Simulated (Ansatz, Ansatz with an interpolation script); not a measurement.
Planning a run of Ansatz 0.2.0 on Cs2KYF6 (Fm-3m). The input:

```yaml
crystal:
  lattice:
    - [0.0, 4.7225, 4.7225]
    - [4.7225, 0.0, 4.7225]
    - [4.7225, 4.7225, 0.0]
  atoms:
    - { symbol: K, position: [0.5, 0.5, 0.5] }
    - { symbol: Cs, position: [0.25, 0.25, 0.25] }
    - { symbol: Cs, position: [0.75, 0.75, 0.75] }
    - { symbol: "Y", position: [0.0, 0.0, 0.0] }
    - { symbol: F, position: [0.775, 0.225, 0.225] }
    - { symbol: F, position: [0.225, 0.775, 0.225] }
    - { symbol: F, position: [0.225, 0.775, 0.775] }
    - { symbol: F, position: [0.775, 0.225, 0.775] }
    - { symbol: F, position: [0.225, 0.225, 0.775] }
    - { symbol: F, position: [0.775, 0.775, 0.225] }
kpoints:
  mp_grid: { grid: [4, 4, 4] }
hamiltonian:
  xc: lda
  pseudopotentials: { kind: paw, azcp: { folder: soft_1 }, xc_functional: pbe }
scf:
  occupations: { method: fixed }
  n_extra_bands: 112
output:
  wannier:
    kmesh: [8, 8, 8]
    projections:
      - { species: Cs, l: s, shell: 6 }
      - { species: Cs, l: p, shell: 5 }
      - { species: F, l: p, shell: 2 }
      - { species: "Y", l: d, shell: 4 }
    minimise: true
    write_hr: true
    seedname: w
    conv_tol: 1.0e-06
    max_iter: 20000
    stability_check: false
    disentanglement:
      window: [-3.49, 14.95]
      frozen_window: [-3.49, 9.16]
      conv_tol: 1.0e-08
```

```sh
ansatz run input.yaml --threads 2 --pin off --max-ram 92160MiB --backend cuda --events-out ev --progress --plain --runs-dir out --devices 1 --max-vram 13GiB
```

How long will it take on 1 × NVIDIA H100 80GB HBM3 (shared by 6 runs) with 2 threads of AMD EPYC 7R13 (Zen 3), shared host, and how much memory?

It took 34 s; on shared hardware allow 17 s to 69 s. Peak host memory was 2.5 GiB.

[Paths, hosts, dates, memory and timing lines, banners, echoed tables and standing remarks are left out of the program output.]

[Logs are printed without paths, hosts, clocks, repeated set-up lines and the standing remarks that a program may print on its own settings, such as how far it seeks lower states.]

[Runs of the session that timed out or met a known fault of the program may be left out.]

[Hosts, paths, dates, database ids (printed as entryN), source tags and the programs' standing remarks are cut or masked in the printed files.]
